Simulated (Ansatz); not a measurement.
# SrLiH3 (model cell, started as cubic perovskite with Sr in the octahedra): a soft mode frozen in

Aim: this structure of SrLiH3 (model cell, started as cubic perovskite with Sr in the octahedra) is to be tested for unstable modes, and one is followed downhill.

Calculated with Ansatz 0.2.0; DFT PBEsol, scalar-relativistic, plane waves, PAW; PAW set soft_1.

The raw output is cut from this account; settings, times and results stay.

The structure was built from a prototype and need not be the compound's stable phase.

## (1) The starting structure

Symmetry: Pm-3m, No. 221, cubic system. The conventional cell has a = 4.592 Å, b = 4.592 Å, c = 4.592 Å, α = 90.00°, β = 90.00°, γ = 90.00°. Li has 12 H at 3.25 Å nearest. Nearest to Sr lie 6 H at 2.30 Å. Nearest to H lie 2 Sr at 2.30 Å. Farther neighbours, and contacts between anions beyond the nearest, are not listed.

Coordinates:

```cif
data_structure
_symmetry_space_group_name_H-M 'P 1'
_symmetry_Int_Tables_number 1
_cell_length_a 4.5924
_cell_length_b 4.5924
_cell_length_c 4.5924
_cell_angle_alpha 90.000
_cell_angle_beta 90.000
_cell_angle_gamma 90.000
_cell_volume 96.85
loop_
_atom_site_label
_atom_site_type_symbol
_atom_site_fract_x
_atom_site_fract_y
_atom_site_fract_z
_atom_site_occupancy
Li1 Li 0.00000 0.00000 0.00000 1
Sr2 Sr 0.50000 0.50000 0.50000 1
H3 H 0.50000 0.50000 0.00000 1
H4 H 0.50000 0.00000 0.50000 1
H5 H 0.00000 0.50000 0.50000 1
```

## (2) The dispersion

Stability and thermal properties need the whole zone. Linear response on a 4×4×4 q mesh gives force constants as far as a supercell of that size would, and the tensors from the zone-centre run are typed in so that the long-range dipole term is interpolated apart.

input.yaml reads:

```yaml
crystal:
  lattice:
    - [4.5923518809, 0.0, 0.0]
    - [0.0, 4.5923518809, 0.0]
    - [0.0, 0.0, 4.5923518809]
  atoms:
    - { symbol: Li, position: [0.0, 0.0, 0.0] }
    - { symbol: Sr, position: [0.5, 0.5, 0.5] }
    - { symbol: H, position: [0.5, 0.5, 0.0] }
    - { symbol: H, position: [0.5, 0.0, 0.5] }
    - { symbol: H, position: [0.0, 0.5, 0.5] }
kpoints:
  mp_grid: { grid: [8, 8, 8] }
hamiltonian:
  xc: pbesol
  pseudopotentials: { kind: paw, azcp: { folder: soft_1 }, xc_functional: pbe }
scf:
  occupations: { method: fixed }
output:
  eigenvalues: true
phonons:
  method: dfpt
  qmesh: [4, 4, 4]
  temperatures: { t_max: 1000, t_step: 50 }
  qpath:
    path:
      - [[0.0, 0.0, 0.0], [0.0, 0.5, 0.0], [0.5, 0.5, 0.0], [0.0, 0.0, 0.0], [0.5, 0.5, 0.5], [0.0, 0.5, 0.0]]
      - [[0.5, 0.5, 0.5], [0.5, 0.5, 0.0]]
    npoints: 10
  non_analytic_term:
    high_frequency_dielectric_tensor: [[3.8413, 0.0, 0.0], [0.0, 3.8413, 0.0], [0.0, 0.0, 3.8413]]
    born_effective_charges:
      - { species: Li, tensor: [[1.4247, 0.0, 0.0], [0.0, 1.4247, 0.0], [0.0, 0.0, 1.4247]] }
      - { species: Sr, tensor: [[1.5962, 0.0, 0.0], [0.0, 1.5962, 0.0], [0.0, 0.0, 1.5962]] }
      - { species: H, tensor: [[-1.0174, 0.0, 0.0], [0.0, -1.0174, 0.0], [0.0, 0.0, -0.986]] }
      - { species: H, tensor: [[-1.0174, 0.0, 0.0], [0.0, -0.986, 0.0], [0.0, 0.0, -1.0174]] }
      - { species: H, tensor: [[-0.986, 0.0, 0.0], [0.0, -1.0174, 0.0], [0.0, 0.0, -1.0174]] }
    source: "zone-centre run at this cell"
```

Started as:

```sh
> ansatz run input.yaml --threads 8 --pin off --max-ram 16384MiB --backend cpu --events-out ev --progress --plain --runs-dir out
```

It took 2.1 min on 8 threads of Intel Xeon at 2.60GHz (Ice Lake), shared host; peak memory 1.5 GiB; 15 min of CPU time.

Read from the output:

```
gap on the k-mesh                                       : 1.663 eV
volume per atom                                         : 19.37 Å³
sum-rule residual before enforcement                    : 4.13e-5 eV/Å²
lowest frequency on the path                            : -559.8 cm⁻¹
point group                                             : m-3m
highest frequency on path, mesh or solved points        : 1389 cm⁻¹
highest optical mode at the zone centre (no LO-TO term) : 1287 cm⁻¹
lowest optical zone-centre mode                         : -421.1 cm⁻¹
lowest mode on the q mesh (acoustic modes at Γ apart)   : -559.8 cm⁻¹
```

Frequencies (cm⁻¹) solved at each irreducible wavevector; negative means imaginary. Frequencies by wavevector, by row:

```
q in reciprocal lattice units  star  mode 1  mode 2  mode 3  mode 4  mode 13  mode 14  mode 15
                        0 0 0     1  -421.1  -421.1  -421.1    -419     1287     1287     1287
                     0 0 0.25     6  -409.7  -409.7  -380.7  -380.7     1287     1287     1351
                     0 0 -0.5     3  -396.8  -396.8    -347    -347     1286     1286     1363
                  0 0.25 0.25    12  -478.1  -380.4  -370.6    -357     1286     1296     1357
                  0 0.25 -0.5    12  -495.2  -370.5  -340.8  -323.3     1286     1299     1367
                  0 -0.5 -0.5     3  -553.5  -361.7  -361.7  -282.1     1286     1307     1376
               0.25 0.25 0.25     8  -491.8  -465.5  -465.5  -280.3     1296     1296     1363
               0.25 0.25 -0.5    12  -508.7  -478.7  -471.8  -294.2     1295     1300     1373
               0.25 -0.5 -0.5     6  -556.6  -495.7  -495.7  -283.4     1297     1306     1381
               -0.5 -0.5 -0.5     1  -559.8  -559.8  -559.8  -280.4     1306     1306     1389
```

Interpolated from a 4×4×4 q mesh, with the LO-TO term (at Γ the limit along the path). The phonon branches at the labelled points (cm⁻¹):

```
    point  branch 1  branch 2  branch 3  branch 4  branch 12  branch 13  branch 14  branch 15
        Γ      -421      -421      -421      -419        412       1287       1287       1341
  halfway      -410      -410      -381      -381        432       1287       1287       1351
        X      -397      -397      -347      -347        452       1286       1286       1363
  halfway      -495      -370      -341      -323        473       1286       1299       1367
        M      -554      -362      -362      -282        488       1286       1307       1376
  halfway      -478      -380      -371      -357        451       1286       1296       1357
        Γ      -421      -421      -421      -419        412       1287       1287       1341
  halfway      -492      -466      -466      -280        469       1296       1296       1363
        R      -560      -560      -560      -280        523       1306       1306       1389
  halfway      -509      -479      -472      -294        491       1295       1300       1373
        X      -397      -397      -347      -347        452       1286       1286       1363
jump to R      -560      -560      -560      -280        523       1306       1306       1389
  halfway      -557      -496      -496      -283        507       1297       1306       1381
        M      -554      -362      -362      -282        488       1286       1307       1376
```

Symmetry leaves 10 wavevectors to solve. The lowest mode among them, the acoustic zeros apart, lies at q = (-0.5, -0.5, -0.5) and is imaginary, 559.8i cm⁻¹, so the energy falls along it.

## (3) The mode frozen in, largest atomic shift 0 Å

The mode followed lies at q = (-0.5, -0.5, -0.5) with frequency 559.8i cm⁻¹ and is 3-fold degenerate, the softest among the wavevectors solved. At small amplitude the pattern taken leaves space group no. 74 by a symmetry search on the positions. The undistorted cell that holds it gives the zero of energy on the same k mesh.

System of this step: SrLiH3 (model cell, started as cubic perovskite with Sr in the octahedra). Symmetry: Pm-3m, No. 221, cubic system. The conventional cell has a = 4.592 Å, b = 4.592 Å, c = 4.592 Å, α = 90.00°, β = 90.00°, γ = 90.00°. Nearest to Li lie 12 H at 3.25 Å. Sr has 6 H at 2.30 Å nearest. Nearest to H lie 2 Sr at 2.30 Å. Farther neighbours, and contacts between anions beyond the nearest, are not listed.

input.yaml reads:

```yaml
crystal:
  lattice:
    - [4.5923518809, 4.5923518809, 0.0]
    - [4.5923518809, 0.0, 4.5923518809]
    - [4.5923518809, 0.0, -4.5923518809]
  atoms:
    - { symbol: Li, position: [0.0, 0.0, 0.0] }
    - { symbol: Li, position: [0.0, 0.5, 0.5] }
    - { symbol: Sr, position: [0.5, 0.25, 0.75] }
    - { symbol: Sr, position: [0.5, 0.75, 0.25] }
    - { symbol: H, position: [0.5, 0.0, 0.0] }
    - { symbol: H, position: [0.5, 0.5, 0.5] }
    - { symbol: H, position: [0.0, 0.5, 0.0] }
    - { symbol: H, position: [0.0, 0.0, 0.5] }
    - { symbol: H, position: [0.5, 0.0, 0.5] }
    - { symbol: H, position: [0.5, 0.5, 0.0] }
kpoints:
  mp_grid: { grid: [6, 6, 6] }
hamiltonian:
  xc: pbesol
  pseudopotentials: { kind: paw, azcp: { folder: soft_1 }, xc_functional: pbe }
scf:
  occupations: { method: gaussian, width: 0.02 }
output:
  forces: true
  stress: true
  eigenvalues: true
```

The job ended after 0.91 s (8 threads; peak memory 0.65 GiB; 4.9 s of CPU time).

Read from the output:

```
pressure                         : -0.002369 GPa
energy from the undistorted cell : 0 meV/atom
```

At this level the gap is 1.66 eV on the k-mesh of the self-consistent run, which can miss the band edges.

## (4) The mode frozen in, largest atomic shift 0.6 Å

The atoms are moved along the unstable eigenvector, the largest shift by 0.6 Å, with the cell fixed.

input.yaml, the sections that differ from step 3:

```yaml
crystal:
  lattice:
    - [4.5923518809, 4.5923518809, 0.0]
    - [4.5923518809, 0.0, 4.5923518809]
    - [4.5923518809, 0.0, -4.5923518809]
  atoms:
    - { symbol: Li, position: [0.0, 0.0, 0.0] }
    - { symbol: Li, position: [0.0, 0.5, 0.5] }
    - { symbol: Sr, position: [0.5, 0.25, 0.75] }
    - { symbol: Sr, position: [0.5, 0.75, 0.25] }
    - { symbol: H, position: [0.5923849217, -0.0923849217, -0.0923849217] }
    - { symbol: H, position: [0.4076150783, 0.5923849217, 0.5923849217] }
    - { symbol: H, position: [0.0, 0.4538075392, 0.0461924608] }
    - { symbol: H, position: [0.0, 0.0461924608, 0.4538075392] }
    - { symbol: H, position: [0.5, 0.0461924608, 0.4538075392] }
    - { symbol: H, position: [0.5, 0.4538075392, 0.0461924608] }
# kpoints, hamiltonian, scf, output: as in step 3
```

Run time: 1.8 s. Hardware: 8 threads; peak memory 0.73 GiB; 12 s of CPU time.

Numbers from this step:

| Quantity | Value |
| --- | --- |
| pressure | -1.264 GPa |
| gap on the k-mesh | 1.689 eV |
| energy from the undistorted cell | -69.60 meV/atom |

The energy, extrapolated to zero smearing, is -69.60 meV/atom against the undistorted cell.

The run ends at a pressure of -1.26 GPa, with forces up to 0.50 eV/Å.

## (5) Energy along the mode, all amplitudes (two of the runs are shown above)

An imaginary frequency means negative curvature, so the energy should fall and then rise again as anharmonic terms take over.

This step gave:

* depth at the lowest point sampled: 69.60 meV/atom
* largest atomic shift at that point: 0.6 Å

Energy from the parent against largest atomic shift:

```
largest atomic shift (Å)  energy from the parent (meV/atom)
                   0.000                                  0
                   0.040                             -0.371
                   0.080                              -1.48
                   0.140                              -4.51
                   0.220                              -11.0
                   0.320                              -22.5
                   0.450                              -42.4
                   0.600                              -69.6
```

Displacement at unit largest shift by atom:

```
atom   x (Å)   y (Å)   z (Å)   size
 Li1   0.000   0.000   0.000  0.000
 Li2   0.000   0.000   0.000  0.000
 Sr3   0.000   0.000   0.000  0.000
 Sr4   0.000   0.000   0.000  0.000
  H5  -0.707   0.707   0.000  1.000
  H6   0.707  -0.707   0.000  1.000
  H7   0.000   0.000  -0.707  0.707
  H8   0.000   0.000   0.707  0.707
  H9   0.000   0.000   0.707  0.707
 H10   0.000   0.000  -0.707  0.707
```

The energy still falls at the last step, so the rise lies beyond the steps tried.

## (6) Relaxation from the frozen mode

Starting from the lowest point found, all atoms and the cell are let go, so that strain and other modes of the same symmetry can join in.

input.yaml, as its differences from that of step 4:

```diff
@@ -22,3 +22,3 @@
 scf:
-  occupations: { method: gaussian, width: 0.02 }
+  occupations: { method: fixed }
 output:
@@ -27 +27,6 @@
   eigenvalues: true
+relax:
+  adjacent_minimum: "off"
+  f_tol: 0.002
+  max_steps: 120
+  cell: { stress_tol: 0.03 }
```

It took 19 s on 8 threads; peak memory 0.79 GiB.

Step by step:

```
step  energy less that of the first step (eV)  largest force component (eV/Å)  pressure (GPa)  volume (Å³)
   1                                   0.0000                          0.3522           -1.26       193.70
   2                                  -0.4785                          0.4002           -1.39       187.16
   3                                  -0.9712                          0.3916           -1.21       178.63
   4                                  -1.3883                          0.2692           -0.94       170.84
   5                                  -1.7542                          0.1629           -0.65       161.80
   6                                  -1.9194                          0.0705           -0.14       154.72
   7                                  -1.9462                          0.0828           -0.21       152.40
   8                                  -1.9404                          0.1136            0.13       151.85
   9                                  -1.9513                          0.0016            0.00       151.91
 10*                                  -1.9456                          0.0017           -0.04       151.91
  11                                  -1.9457                          0.0006            0.00       151.68
 12*                                  -1.9457                          0.0006            0.00       151.68
```

Relaxation steps marked * repeat the geometry before them on a plane-wave basis chosen anew for their cell, so energy and pressure can jump there. Relaxation step 8 was tried and not accepted.

The run keeps the 8 symmetry operations that the program found, so distortions that break them were not tested.

```
conventional cell, symmetrised  before  after   change
                         a (Å)   6.495  5.944   -8.5 %
                         b (Å)   9.185  8.859   -3.6 %
                         c (Å)   6.495  5.761  -11.3 %
              volume (Å³/atom)   19.37  15.17  -21.7 %
```

The atoms that moved most (Å, as changes of fractional coordinates times the final cell):

```
atom      dx      dy      dz  length
  H6   0.666  -0.666   0.000   0.942
  H5  -0.666   0.666   0.000   0.942
  H8   0.000   0.000   0.643   0.643
  H9   0.000   0.000   0.643   0.643
 H10   0.000   0.000  -0.643   0.643
  H7   0.000   0.000  -0.643   0.643
 Li1   0.356  -0.356   0.000   0.504
 Li2  -0.356   0.356   0.000   0.504
```

This step gave:

```
pressure          : 0.002634 GPa
gap on the k-mesh : 1.564 eV
volume per atom   : 15.17 Å³
```

The distorted start has space group Imma; the relaxation ends in Imma.

## (7) The new phase in its own primitive cell

The relaxed structure is symmetrised, reduced to its primitive cell and relaxed tightly, as its phonons need.

input.yaml, the sections that differ from step 6:

```yaml
crystal:
  lattice:
    - [-2.9721409818, 4.4292853637, 2.8804168585]
    - [2.9721409818, -4.4292853637, 2.8804168585]
    - [2.9721409818, 4.4292853637, -2.8804168585]
  atoms:
    - { symbol: Li, position: [0.662498719, 0.912498719, 0.75] }
    - { symbol: Li, position: [0.337501281, 0.087501281, 0.25] }
    - { symbol: Sr, position: [0.0, 0.5, 0.5] }
    - { symbol: Sr, position: [0.5, 0.5, 0.0] }
    - { symbol: H, position: [0.0058234602, 0.7558234602, 0.25] }
    - { symbol: H, position: [0.9941765398, 0.2441765398, 0.75] }
    - { symbol: H, position: [0.6312298168, 0.5, 0.6312298168] }
    - { symbol: H, position: [0.3687701832, 0.5, 0.3687701832] }
    - { symbol: H, position: [0.3687701832, 0.0, 0.8687701832] }
    - { symbol: H, position: [0.6312298168, 0.0, 0.1312298168] }
relax:
  adjacent_minimum: "off"
  f_tol: 0.001
  max_steps: 60
  cell: { stress_tol: 0.01 }
# kpoints, hamiltonian, scf, output: as in step 6
```

Run time: 5.8 s. Hardware: 8 threads; peak memory 0.73 GiB.

Little changed from the start: no atom moved by 0.005 Å and no cell edge by 0.1 %.

Numbers from this step:

- pressure: 2.51e-4 GPa
- direct gap on mesh: 1.564 eV

The largest force component left is 0.13 meV/Å and the pressure is 0.000 GPa, within the tolerances set. The cell now holds 15.17 Å³/atom.

(Part 1 of 2 ends here.)

[Long decimals in the printed logs are rounded to 6 places.]

[Logs are printed without paths, hosts, clocks, repeated set-up lines and the standing remarks that a program may print on its own settings, such as how far it seeks lower states.]

[Hosts, paths, dates, database ids (printed as entryN), source tags and the programs' standing remarks are cut or masked in the printed files.]

[Where the starting crystal was built by hand or by swapping elements, it need not be the compound's stable phase.]
